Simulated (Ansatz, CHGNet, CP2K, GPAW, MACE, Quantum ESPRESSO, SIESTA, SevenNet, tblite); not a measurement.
**How far do other methods lie from plane waves? C(111) slab, H on the bottom face (99 atoms)**

Aim: forces of C(111) slab, H on the bottom face (99 atoms) at one geometry, from other programs and methods, against plane-wave PBE.

Results are calculated, not measured.

## (1) The structure

The cell holds 99 atoms (90 C and 9 H), with edges of 7.57, 7.57 and 21.84 Å. Recipe: diamond-structure C (a = 3.567 Å), (111) slab of 10 atomic planes, 3 x 3 surface cells, H on the broken bonds of the bottom face, 12 Å of vacuum; displaced by a Gaussian of 0.02 Å. Then every atom was moved at random, 0.03 Å r.m.s. a Cartesian component (hydrogen 0.6 of that).

## (2) The reference input

Quantum ESPRESSO 7.5: Kohn-Sham DFT, PBE, SSSP efficiency 1.3.0 pseudopotentials, plane waves. Its input, pw.in:

```
&control
  calculation = 'scf'
  pseudo_dir = './pseudo'
  outdir = './tmp'
  disk_io = 'none'
  tprnfor = .true.
/
&system
  ibrav = 0
  nat = 99
  ntyp = 2
  ecutwfc = 45
  ecutrho = 360
  nosym = .true.
  occupations = 'smearing'
  smearing = 'fd'
  degauss = 0.003675
/
&electrons
  conv_thr = 5.0e-07
  electron_maxstep = 100
  mixing_beta = 0.2
  mixing_mode = 'local-TF'
  diagonalization = 'david'
/
ATOMIC_SPECIES
C 12.011 C.upf
H 1.008 H.upf
CELL_PARAMETERS angstrom
7.56675 0.00000 0.00000
-3.78337 6.55300 0.00000
0.00000 0.00000 21.84249
ATOMIC_POSITIONS crystal
C 0.44636 0.89411 0.34786
C 0.33013 0.99984 0.32526
C 0.22707 0.77544 0.44035
C 0.44745 0.88750 0.42004
[... 93 atom lines left out ...]
H 0.99595 0.66303 0.27675
H 0.00341 0.33123 0.27640
K_POINTS gamma
```

```console
$ OMP_NUM_THREADS=1 mpirun -np 4 pw.x -in pw.in > output.txt
```

Elapsed: 3.4 min, on 4 MPI ranks of Intel Xeon 6975P-C (Granite Rapids), shared host; peak memory 2.7 GiB.

It converged with an r.m.s. force component of 1.9 eV/Å.

## (3) What was run beside it

- CHGNet: machine-learned potential, published weights.
- CP2K 2026.2: Gaussian basis with GTH pseudopotentials and a plane-wave density; labels give functional, basis (MOLOPT sets; SR short-range, UZH the newer set with its own potentials), grid cutoff/relative cutoff and solver (OT: orbital transformation; TRS4, TC2, SIGN: linear-scaling purification with its sparsity filter), or its built-in tight binding.
- GPAW 26.7.0: PAW with atomic orbitals (LCAO), plane waves or a real-space grid of spacing h.
- MACE: machine-learned potential, published weights.
- Quantum ESPRESSO 7.5: plane waves; labels (QE) give functional, pseudopotential set and cutoffs of waves/density.
- SIESTA 5.4.2: numerical atomic orbitals, whose automatically made sets are far from complete, with PseudoDojo norm-conserving potentials that we converted to its format (checked against plane waves on the same files for H, C, O, Si, Ge and Ca alone); labels give functional, basis size, energy shift and mesh cutoff.
- SevenNet: machine-learned potential, published weights.
- tblite 0.8.0: extended tight binding, driven from Python.

All use the same cell and atoms, and the electronic-structure runs the same k-mesh.

## (4) Side by side

Differences are against the reference: forces as r.m.s. over components, share as that over the reference's r.m.s. force, slope as the fitted ratio of a run's forces to the reference's.

| run | Δ force, r.m.s. (meV/Å) | share (%) | slope | cores | CPU time | memory (GiB) |
| --- | --- | --- | --- | --- | --- | --- |
| reference | - | - | - | 4 | 14 min | 2.7 |
| CHGNet r2SCAN potential | 559 | 30.0 | 0.774 | 1 | 12 s | 5.5 |
| CP2K PBE, DZVP-UZH, 450/50 Ry, diagonalisation | 54.0 | 2.90 | 1.015 | 4 | 35 min | 3.4 |
| GPAW PBE, LCAO dzp, h 0.2 Å | 139 | 7.45 | 1.031 | 2 | 6.2 min | 1.1 |
| GPAW PBE, plane waves 550 eV | 10.2 | 0.546 | 1.002 | 2 | 9.6 min | 1.5 |
| MACE MPA-0 medium potential | 334 | 17.9 | 0.868 | 1 | 11 s | 1.6 |
| QE PBE, sssp-1.3.0-efficiency, 30/240 Ry (coarse) | 54.7 | 2.93 | 0.984 | 2 | 6.9 min | 1.5 |
| SIESTA PBE, DZP, shift 0.01 Ry, mesh 100 Ry (coarse) | 167 | 8.97 | 1.045 | 2 | 2.7 min | 0.69 |
| SIESTA PBE, DZP, shift 0.01 Ry, mesh 300 Ry | 167 | 8.98 | 1.045 | 2 | 10 min | 1.2 |
| SIESTA PBE, TZP, shift 0.01 Ry, mesh 300 Ry | 138 | 7.38 | 1.031 | 4 | 15 min | 1.9 |
| SevenNet 0 potential | 597 | 32.0 | 0.825 | 1 | 9.4 s | 1.5 |
| tblite GFN1-xTB | 384 | 20.6 | 0.957 | 1 | 4.5 s | 0.12 |
| tblite GFN2-xTB | 360 | 19.3 | 0.949 | 1 | 11 s | 0.12 |

Rows marked coarse were listed beforehand as settings not expected to be converged; some can still land near the reference.

Times of the machine-learned potentials are mostly Python's start and the loading of weights.

CPU time is summed over cores on shared hosts, so it is rough.

## (5) Findings

Forces lie from 0.55 % (GPAW PBE, plane waves 550 eV) to 32 % (SevenNet 0 potential) of the reference's r.m.s. force of 1.9 eV/Å away from it. Other PBE runs on plane waves or a grid: GPAW PBE, plane waves 550 eV 0.55 % of the r.m.s. force; the reference has errors of its own, so differences under a few per cent don't tell which side is nearer the exact PBE result. The PBE runs in local orbitals, coarse settings apart, differ by 2.9 % (CP2K PBE, DZVP-UZH, 450/50 Ry, diagonalisation) to 9.0 % (SIESTA PBE, DZP, shift 0.01 Ry, mesh 300 Ry); basis, grid and potentials can all enter. Tight binding differs by 19 % (tblite GFN2-xTB) to 21 % (tblite GFN1-xTB); it is another model, with fitted parameters of its own, and the xTB methods hold dispersion.

Machine-learned potentials differ by 18 % (MACE MPA-0 medium potential) to 32 % (SevenNet 0 potential); they were trained on other programs' data, some at another functional. Among those trained on PBE data the slope goes as low as 0.83, which softening far from their training structures can give, though the reference's k-sampling is untested too. Runs with settings chosen to be coarse differ by 2.9 % (QE PBE, sssp-1.3.0-efficiency, 30/240 Ry) to 9.0 % (SIESTA PBE, DZP, shift 0.01 Ry, mesh 100 Ry), their programs' other errors included. From SIESTA PBE, DZP, shift 0.01 Ry, mesh 100 Ry to the finer SIESTA PBE, DZP, shift 0.01 Ry, mesh 300 Ry the share goes from 8.97 to 8.98 %, so the grid isn't what parts these runs from the reference.

**Limits.** Periodic xTB results under one method name differ between programs and library versions. The electron count is odd in these runs, and they have no spin polarisation, so the unpaired electron is spread evenly over both spins. Machine-learned potentials mimic data converged in k, so the reference's own k-point error enters their differences. The runs have no spin polarisation, so any moments at edges, vacancies or dangling bonds can't form. The electron count is odd and the run has no spin polarisation, so levels at the top are partly filled by construction. The electronic-structure runs sample only Γ, in a cell whose shortest periodic width is 7 Å, which is coarse for a cell with partly filled levels. The reference's 45/360 Ry lie under the cutoffs that SSSP recommends for H (60/480 Ry). The slab repeats along its normal with no dipole correction. Where levels are smeared, the DFT runs use Fermi–Dirac occupations at 580 K (0.05 eV), and energies are free energies. The atoms were displaced at random, and shares hang on the size of the forces that this gives. The reference's cutoffs and mesh weren't converged further here.

[Logs are printed without paths, hosts, clocks, repeated set-up lines and the standing remarks that a program may print on its own settings, such as how far it seeks lower states.]

[Hosts, paths, dates, database ids (printed as entryN), source tags and the programs' standing remarks are cut or masked in the printed files.]

[Cells were taken only where this reference lay near another plane-wave run.]
